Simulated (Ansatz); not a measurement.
In doubt: one-shot GW on d or f shells is unsure, so the values of those runs are not to be relied on.

CuBiP2Se6 (layers cut from the bulk crystal), computed twice by G0W0.

The cell holds 10 atoms: 6 Se, 2 P, 1 Bi and 1 Cu. Its edges and angles: a = 6.412 Å, b = 6.412 Å, c = 30.100 Å, α = 90.0°, β = 90.0°, γ = 120.0°. It derives from CuBiP2Se6. Vacuum lies along c.

```xyz
10
Lattice="6.4120 0.0000 0.0000 -3.2060 5.5530 0.0000 0.0000 0.0000 30.1000" Properties=species:S:1:pos:R:3
Se   -2.1026    3.9502   13.3268
Se    1.2662    5.3989   13.3268
Se    0.8364    1.7570   13.3268
P     0.0000    3.7020   13.9169
Bi    3.2060    1.8510   15.0500
Cu    0.0000    0.0000   15.0500
P     0.0000    3.7020   16.1831
Se   -1.2662    5.3989   16.7732
Se   -0.8364    1.7570   16.7732
Se    2.1026    3.9502   16.7732
```

The structure was relaxed with PBEsol-D3(BJ). The runs that relaxed it are not among those shown. Spin-orbit coupling is left out unless a run names it. PAW set soft_2, made with PBE.

The first (Ansatz 0.2.0; start PBEsol, 3×3×1 mesh, 860 empty bands, screening to 50 eV; 4 threads of Arm Neoverse V1, shared host) gave, on its mesh: starting gap 0.89 eV, G0W0 gap 1.93 eV, mean of 1 + 4πα/V (set by the cell height) 3.90, 18 min.

The second gave: starting gap 0.89 eV, G0W0 gap 2.32 eV, mean of 1 + 4πα/V (set by the cell height) 3.93, 3.7 min.

Question: What was changed in the input? Choose among start, files, mesh, bands and cutoff, frequency model or another key.

Changed: empty bands from 860 to 360 and screening cutoff (eV) from 50.0 to 28. The starting gap stayed, which rules out the functional and points to the GW step. Other changes could give like numbers; this is the one that was made.

Limits: not at the basis limit; coarse mesh for a sheet; d shell near the gap, gap tends to lie low; no spin-orbit coupling.

[Paths, hosts, dates, memory and timing lines, banners, echoed tables and standing remarks are left out of the program output.]

[Logs are printed without paths, hosts, clocks, repeated set-up lines and the standing remarks that a program may print on its own settings, such as how far it seeks lower states.]

[Runs of the session that timed out or met a known fault of the program may be left out.]

[Cells called generated may have been cut or substituted from an entry of the Crystallography Open Database or the Materials Project.]

[Hosts, paths, dates, database ids (printed as entryN), source tags and the programs' standing remarks are cut or masked in the printed files.]
